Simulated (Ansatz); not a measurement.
# What LiZrBr3 (built on the sites of a database entry of CsSnBr3) distorts into, part 2 of 3

Aim: this structure of LiZrBr3 (built on the sites of a database entry of CsSnBr3) is to be tested for unstable modes, and one is followed downhill.

Ansatz 0.2.0; DFT PBEsol, scalar-relativistic, plane waves, norm-conserving pseudopotentials.

So far, highest frequency on the path or at a solved wavevector (cm⁻¹): step 2 (phonons on a q mesh) 254. Also lowest frequency on the path (cm⁻¹): step 2 -154.

The structure was built from a prototype and need not be the compound's stable phase.

### Step 5. Energy along the mode, all amplitudes (two of the runs are shown above)

An imaginary frequency means negative curvature, so the energy should fall and then rise again as anharmonic terms take over.

This step gave:

* depth at the lowest point sampled: 22.56 meV/atom
* largest atomic shift at that point: 0.6 Å

The energy from the parent by largest atomic shift:

```
largest atomic shift (Å)  energy from the parent (meV/atom)
                   0.000                                  0
                   0.040                               -0.1
                   0.080                               -0.4
                   0.140                              -1.23
                   0.220                              -3.03
                   0.320                              -6.42
                   0.450                              -12.7
                   0.600                              -22.6
```

Displacement at unit largest shift by atom:

```
atom   x (Å)   y (Å)   z (Å)   size
 Li1  -0.577   0.577   0.577  0.999
 Zr2   0.004  -0.004  -0.004  0.007
 Br3   0.020  -0.006  -0.020  0.029
 Br4   0.020  -0.020  -0.006  0.029
 Br5   0.006  -0.020  -0.020  0.029
```

The lowest of the steps tried is the last one, at 0.6 Å, 22.6 meV/atom below the parent; the bottom of the well need not coincide with a step.

### Step 6. Relaxing from the distorted cell

Starting from the lowest point found, all atoms and the cell are let go, so that strain and other modes of the same symmetry can join in.

Contents of input.yaml:

```yaml
crystal:
  lattice:
    - [5.2880942881, 0.0, 0.0]
    - [0.0, 5.2880942881, 0.0]
    - [0.0, 0.0, 5.2880942881]
  atoms:
    - { symbol: Li, position: [-0.0655075614, 0.0655075614, 0.0655075614] }
    - { symbol: Zr, position: [0.5004905521, 0.4995094479, 0.4995094479] }
    - { symbol: Br, position: [0.5022515949, -0.0006263824, 0.4977484051] }
    - { symbol: Br, position: [0.5022515949, 0.4977484051, -0.0006263824] }
    - { symbol: Br, position: [0.0006263824, 0.4977484051, 0.4977484051] }
kpoints:
  mp_grid: { grid: [8, 8, 8] }
hamiltonian:
  xc: pbesol
  pseudopotentials: { kind: nc }
scf:
  occupations: { method: methfessel_paxton, width: 0.2 }
output:
  forces: true
  stress: true
  eigenvalues: true
relax:
  adjacent_minimum: "off"
  f_tol: 0.002
  max_steps: 120
  cell: { stress_tol: 0.03 }
```

Started as:

```
$ ansatz run input.yaml --threads 4 --pin off --max-ram 14336MiB --backend cpu --events-out ev --progress --plain --runs-dir out
```

Numbers of over 12 decimals in the logs are rounded to 6 here.

What it wrote:

```text
[...]
Crystal: 5 atoms, lattice volume = 147.876 Å³
Basis set: ecut = 1006.821291 eV, 10827 PW (Γ), exchange–correlation on 120×120×120 points (8 copies of the dense FFT grid, shifted against one another)
Bands: 23, of which v1, the nominal top of the filled ones, is band 18 counted from 1 (17 counted from 0)
Symmetry: 6 space group operations
[...]
k-points: 65 of 512 (time reversal used)
[...]
SCF iter   1: F=—  HF=-2862.773452 eV  |F-HF|=—  |Δ(HF+E_count)|=         —  Δρ=6.39e-2  dr2=1.64e1  ethr=3.10e-3  ⟨swp⟩=6.3  Hψ=7379  notcnv=0
[...]
SCF iter  11: F=-2858.934801 eV  HF=-2858.934801 eV  |F-HF|=1.10e-8  |Δ(HF+E_count)|=   7.05e-8  S|Δr|=    0.00e0  Δρ=2.18e-6  dr2=2.50e-8  ethr=2.78e-10  ⟨swp⟩=13.2  Hψ=9990  notcnv=0
SCF 1 converged in 11 iterations: F = -2858.934801 eV  dr2 = 2.50e-8
relax step   1: F+E_penalty+E_count = -2858.93480130 eV  Δ(F+E_penalty+E_count) = +0.000e0 eV  max|allowed force component| = 2.084e-1 eV/Å  Δτ_max = 0.0000 Å  P = +0.073 GPa  Ω = 147.876 Å³  (11 SCF iters, dr2 threshold 1.00e-7 eV, accepted)
Crystal: 5 atoms, lattice volume = 149.242 Å³
Basis set: ecut = 1006.821291 eV, 10863 PW (Γ), exchange–correlation on 120×120×120 points (8 copies of the dense FFT grid, shifted against one another)
Bands: 28, of which v1, the nominal top of the filled ones, is band 18 counted from 1 (17 counted from 0)
[...]
SCF iter   6: F=-2859.039866 eV  HF=-2859.039866 eV  |F-HF|=2.71e-8  |Δ(HF+E_count)|=   9.21e-8  S|Δr|=    0.00e0  Δρ=4.28e-6  dr2=4.42e-8  ethr=1.39e-9  ⟨swp⟩=8.6  Hψ=9914  notcnv=0
SCF 2 converged in 6 iterations: F = -2859.039866 eV  dr2 = 4.42e-8
relax step   2: F+E_penalty+E_count = -2859.03986613 eV  Δ(F+E_penalty+E_count) = -1.051e-1 eV  max|allowed force component| = 2.770e-1 eV/Å  Δτ_max = 0.1992 Å  P = -0.197 GPa  Ω = 149.242 Å³  energy of the carried Pulay correction = -4.177e-5 eV  (6 SCF iters, dr2 threshold 5.00e-7 eV, accepted)
Crystal: 5 atoms, lattice volume = 149.426 Å³
[...]
SCF iter   6: F=-2859.170885 eV  HF=-2859.170885 eV  |F-HF|=2.22e-8  |Δ(HF+E_count)|=   1.17e-7  S|Δr|=    0.00e0  Δρ=3.80e-6  dr2=4.85e-8  ethr=1.39e-9  ⟨swp⟩=8.4  Hψ=9895  notcnv=0
SCF 3 converged in 6 iterations: F = -2859.170885 eV  dr2 = 4.85e-8
relax step   3: F+E_penalty+E_count = -2859.17088460 eV  Δ(F+E_penalty+E_count) = -1.310e-1 eV  max|allowed force component| = 3.061e-1 eV/Å  Δτ_max = 0.1959 Å  P = -0.026 GPa  Ω = 149.426 Å³  energy of the carried Pulay correction = -4.737e-5 eV  (6 SCF iters, dr2 threshold 5.00e-7 eV, accepted)
[...]
relax step   4: F+E_penalty+E_count = -2859.29086608 eV  Δ(F+E_penalty+E_count) = -1.200e-1 eV  max|allowed force component| = 2.507e-1 eV/Å  Δτ_max = 0.1980 Å  P = -0.125 GPa  Ω = 150.938 Å³  energy of the carried Pulay correction = -9.309e-5 eV  (6 SCF iters, dr2 threshold 5.00e-7 eV, accepted)
[...]
relax step   5: F+E_penalty+E_count = -2859.36191821 eV  Δ(F+E_penalty+E_count) = -7.105e-2 eV  max|allowed force component| = 1.540e-1 eV/Å  Δτ_max = 0.1930 Å  P = +0.462 GPa  Ω = 150.976 Å³  energy of the carried Pulay correction = -9.425e-5 eV  (6 SCF iters, dr2 threshold 5.00e-7 eV, accepted)
[...]
relax step   6: F+E_penalty+E_count = -2859.37454640 eV  Δ(F+E_penalty+E_count) = -1.263e-2 eV  max|allowed force component| = 8.632e-2 eV/Å  Δτ_max = 0.1351 Å  P = -0.075 GPa  Ω = 154.104 Å³  energy of the carried Pulay correction = -1.874e-4 eV  (6 SCF iters, dr2 threshold 5.00e-7 eV, accepted)
[...]
relax step   7: F+E_penalty+E_count = -2859.38918975 eV  Δ(F+E_penalty+E_count) = -1.464e-2 eV  max|allowed force component| = 1.252e-2 eV/Å  Δτ_max = 0.0342 Å  P = -0.018 GPa  Ω = 153.166 Å³  energy of the carried Pulay correction = -1.596e-4 eV  (5 SCF iters, dr2 threshold 5.00e-7 eV, accepted)
[...]
relax step   8: F+E_penalty+E_count = -2859.38992799 eV  Δ(F+E_penalty+E_count) = -7.382e-4 eV  max|allowed force component| = 8.957e-3 eV/Å  Δτ_max = 0.0042 Å  P = -0.013 GPa  Ω = 152.916 Å³  energy of the carried Pulay correction = -1.522e-4 eV  (5 SCF iters, dr2 threshold 3.10e-8 eV, accepted)
[...]
relax step   9: F+E_penalty+E_count = -2859.38995428 eV  Δ(F+E_penalty+E_count) = -2.629e-5 eV  max|allowed force component| = 1.067e-3 eV/Å  Δτ_max = 0.0019 Å  P = +0.005 GPa  Ω = 152.849 Å³  energy of the carried Pulay correction = -1.503e-4 eV  (4 SCF iters, dr2 threshold 5.01e-9 eV, accepted)
[...]
SCF iter   5: F=-2859.390522 eV  HF=-2859.390522 eV  |F-HF|=9.09e-13  |Δ(HF+E_count)|=  1.09e-11  S|Δr|=    0.00e0  Δρ=2.28e-8  dr2=8.17e-13  ethr=1.00e-12  ⟨swp⟩=9.3  Hψ=10744  notcnv=0
SCF 10 converged in 5 iterations: F = -2859.390522 eV  dr2 = 8.17e-13
relax step  10: F+E_penalty+E_count = -2859.39052159 eV  Δ(F+E_penalty+E_count) = -5.673e-4 eV  max|allowed force component| = 1.052e-3 eV/Å  Δτ_max = 0.0000 Å  P = +0.013 GPa  Ω = 152.849 Å³  stress off target by 2.44e-2 GPa  SCF on the basis re-selected at this cell (its energy is not comparable with the rows above)  (5 SCF iters)
basis re-selected at this cell: Δ(F+E_penalty+E_count) = -5.673e-4 eV, ΔP = +0.008 GPa vs the last step (what re-selecting the basis moved, of the pressure what is left beyond the Pulay correction that the steps carried, after the strain that the cell walked since its last selection, with what the two solves' SCF thresholds leave and, on support functions, any second-order correction that the steps lacked; it is no m [...]
SCF converged after 5 iterations
[...]
Free energy (F): -2859.390522 eV
[...]
Internal energy: -2859.405788 eV  (E = F + TS)
E sigma→0 (E₀):  -2859.394338 eV
Entropy (-TS):   0.015267 eV (3.053 meV/atom)
Fermi energy:    5.897317 eV
Step filling:    the computed levels leave a gap of 0.1090 eV = 0.5 smearing widths at the electron count; against every level under it full and every level over it empty, smearing changes F+E_penalty+E_count by +7.677 meV and its σ→0 estimate by +3.861 meV
[...]
--- Forces (eV/Å), atoms counted from 1 ---
  atom   1  Li     0.00042732    -0.00042732    -0.00042732
  atom   2  Zr    -0.00012248     0.00012248     0.00012248
  atom   3  Br    -0.00067861    -0.00105252     0.00067861
  atom   4  Br    -0.00067861     0.00067861    -0.00105252
  atom   5  Br     0.00105252     0.00067861     0.00067861
  max |Σ_I F_I| component: 1.37e-7 eV/Å
--- Stress (GPa, compression-positive) ---
        0.012605      -0.005875      -0.005875
       -0.005875       0.012605       0.005875
       -0.005875       0.005875       0.012605
  P = ⅓ Tr σ = 0.0126 GPa (0.126 kbar)
--- Band table (eV; the first three rows and the last of 65) ---
  k-point 0: bands = [... 14 lower, 1.4910, 1.5802, 1.5802, 4.6828, 4.9999, 4.9999, 6.3595, 6.4988, ... 6 higher]
  k-point 1: bands = [... 14 lower, 1.3999, 1.4184, 1.5506, 4.7991, 5.0931, 5.2061, 6.4985, 6.4998, ... 6 higher]
  k-point 2: bands = [... 14 lower, 1.1454, 1.2881, 1.5379, 4.8964, 5.5137, 5.7043, 6.5023, 6.7880, ... 6 higher]
  k-point 64: bands = [... 14 lower, 1.8244, 1.8244, 2.0939, 6.9833, 7.1692, 7.1692, 7.4156, 8.9300, ... 6 higher]
--- Relaxed structure (9 steps of the walk, 9 accepted, 1 SCFs on fresh bases) ---
  F+E_penalty+E_count = -2859.39052159 eV   max|allowed force component| = 1.052e-3 eV/Å   (the final SCF, on the basis selected at the relaxed cell)
  cell:  # Å, volume = 152.8494 Å³
    - [5.350331, -0.140059, -0.140059]
    - [-0.140059, 5.350331, 0.140059]
    - [-0.140059, 0.140059, 5.350331]
  atoms:
    - { symbol: Li, position: [-0.162095, 0.162095, 0.162095] }
    - { symbol: Zr, position: [0.523561, 0.476439, 0.476439] }
    - { symbol: Br, position: [0.526946, -0.024756, 0.473054] }
    - { symbol: Br, position: [0.526946, 0.473054, -0.024756] }
    - { symbol: Br, position: [0.024756, 0.473054, 0.473054] }
```

The job ended after 3.7 min (4 threads of Arm Neoverse V1, shared host; peak memory 1.2 GiB; 15 min of CPU time).

The steps of the relaxation:

```
step  energy less that of the first step (eV)  largest force component (eV/Å)  pressure (GPa)  volume (Å³)
   1                                   0.0000                          0.2084            0.07       147.88
   2                                  -0.1051                          0.2770           -0.20       149.24
   3                                  -0.2361                          0.3061           -0.03       149.43
   4                                  -0.3561                          0.2507           -0.12       150.94
   5                                  -0.4271                          0.1540            0.46       150.98
   6                                  -0.4397                          0.0863           -0.07       154.10
   7                                  -0.4544                          0.0125           -0.02       153.17
   8                                  -0.4551                          0.0090           -0.01       152.92
   9                                  -0.4552                          0.0011            0.00       152.85
 10*                                  -0.4557                          0.0011            0.01       152.85
```

Relaxation steps marked * repeat the geometry before them on a plane-wave basis chosen anew for their cell, so energy and pressure can jump there.

The run keeps the 6 symmetry operations that it works with, so distortions that break them were not tested.

```
conventional cell, symmetrised  before  after  change
                         a (Å)   7.478  7.368  -1.5 %
                         b (Å)   7.478  7.368  -1.5 %
                         c (Å)   9.159  9.752  +6.5 %
              volume (Å³/atom)   29.58  30.57  +3.4 %
```

The atoms that moved most (Å, as changes of fractional coordinates times the final cell):

```
atom      dx      dy      dz  length
 Li1  -0.544   0.544   0.544   0.942
 Br5   0.136  -0.139  -0.139   0.239
 Br4   0.139  -0.139  -0.136   0.239
 Br3   0.139  -0.136  -0.139   0.239
 Zr2   0.130  -0.130  -0.130   0.225
```

The relaxed structure:

```xyz
5
Lattice="5.3503 -0.1401 -0.1401 -0.1401 5.3503 0.1401 -0.1401 0.1401 5.3503" Properties=species:S:1:pos:R:3 pbc="T T T"
Li   -0.9127    0.9127    0.9127
Zr    2.6678    2.5425    2.5425
Br    2.7565   -0.1400    2.4537
Br    2.7565    2.4537   -0.1400
Br   -0.0001    2.5938    2.5938
```

Numbers from this step:

| Item | Value |
| --- | --- |
| pressure | 0.01261 GPa |
| volume per atom | 30.57 Å³ |

The distorted start has space group R3m; the relaxation ends in R3m.

### Step 7. The new phase in its own primitive cell

The relaxed structure is symmetrised, reduced to its primitive cell and relaxed tightly, as its phonons need.

input.yaml, the sections that differ from step 6:

```yaml
crystal:
  lattice:
    - [3.6842185786, 2.1270845881, 3.250741674]
    - [-3.6842185786, 2.1270845881, 3.250741674]
    - [0.0, -4.2541691763, 3.250741674]
  atoms:
    - { symbol: Li, position: [0.8379048585, 0.8379048585, 0.8379048585] }
    - { symbol: Zr, position: [0.5235605177, 0.5235605177, 0.5235605177] }
    - { symbol: Br, position: [0.0247557678, 0.5269457094, 0.5269457094] }
    - { symbol: Br, position: [0.5269457094, 0.0247557678, 0.5269457094] }
    - { symbol: Br, position: [0.5269457094, 0.5269457094, 0.0247557678] }
kpoints:
  mp_grid: { grid: [9, 9, 9] }
relax:
  adjacent_minimum: "off"
  f_tol: 0.001
  max_steps: 60
  cell: { stress_tol: 0.01 }
# hamiltonian, scf, output: as in step 6
```

What it wrote:

```text
[...]
Crystal: 5 atoms, lattice volume = 152.849 Å³
Basis set: ecut = 1006.821291 eV, 11063 PW (Γ), exchange–correlation on 120×120×120 points (8 copies of the dense FFT grid, shifted against one another)
Bands: 23, of which v1, the nominal top of the filled ones, is band 18 counted from 1 (17 counted from 0)
Symmetry: 6 space group operations
[...]
cell:  # Å, volume = 153.1473 Å³
    - [3.684719, 2.127374, 3.256190]
    - [-3.684719, 2.127374, 3.256190]
    - [0, -4.254747, 3.256190]
  atoms:
    - { symbol: Li, position: [0.837474, 0.837474, 0.837474] }
    - { symbol: Zr, position: [0.523538, 0.523538, 0.523538] }
    - { symbol: Br, position: [0.024754, 0.527173, 0.527173] }
    - { symbol: Br, position: [0.527173, 0.024754, 0.527173] }
    - { symbol: Br, position: [0.527173, 0.527173, 0.024754] }
[key lines of the parts left out:]
SCF converged after 5 iterations
Free energy (F): -2859.380812 eV
Fermi energy:    5.908953 eV
P = ⅓ Tr σ = 0.0019 GPa (0.019 kbar)
```

Wall time 2.2 min (4 threads); peak memory 1.2 GiB.

Relaxation path:

```
step  energy less that of the first step (eV)  largest force component (eV/Å)  pressure (GPa)  volume (Å³)
   1                                   0.0000                          0.0063            0.06       152.85
   2                                   0.0000                          0.0060           -0.04       153.30
   3                                  -0.0001                          0.0017           -0.01       153.19
   4                                  -0.0001                          0.0008            0.00       153.15
  5*                                  -0.0001                          0.0008            0.00       153.15
```

Relaxation steps marked * repeat the geometry before them on a plane-wave basis chosen anew for their cell, so energy and pressure can jump there.

Forces are held to the 6 operations that the run works with; a distortion that breaks them can't arise in this run.

```
conventional cell, symmetrised  before  after  change
                         a (Å)   7.368  7.369  +0.0 %
                         b (Å)   7.368  7.369  +0.0 %
                         c (Å)   9.752  9.769  +0.2 %
              volume (Å³/atom)   30.57  30.63  +0.2 %
```

Final coordinates:

```cif
data_structure
_symmetry_space_group_name_H-M 'P 1'
_symmetry_Int_Tables_number 1
_cell_length_a 5.3578
_cell_length_b 5.3578
_cell_length_c 5.3578
_cell_angle_alpha 86.902
_cell_angle_beta 86.902
_cell_angle_gamma 86.902
_cell_volume 153.15
loop_
_atom_site_label
_atom_site_type_symbol
_atom_site_fract_x
_atom_site_fract_y
_atom_site_fract_z
_atom_site_occupancy
Li1 Li 0.83747 0.83747 0.83747 1
Zr2 Zr 0.52354 0.52354 0.52354 1
Br3 Br 0.02475 0.52717 0.52717 1
Br4 Br 0.52717 0.02475 0.52717 1
Br5 Br 0.52717 0.52717 0.02475 1
```

Numbers from this step:

```yaml
pressure: 0.001874 GPa
volume_per_atom: 30.63 Å³
```

The largest force component left is 0.79 meV/Å and the pressure is 0.002 GPa, within the tolerances set. The cell now holds 30.63 Å³/atom.

(Continued in part 3 of 3.)

[Logs are printed without paths, hosts, clocks, repeated set-up lines and the standing remarks that a program may print on its own settings, such as how far it seeks lower states.]

[Hosts, paths, dates, database ids (printed as entryN), source tags and the programs' standing remarks are cut or masked in the printed files.]
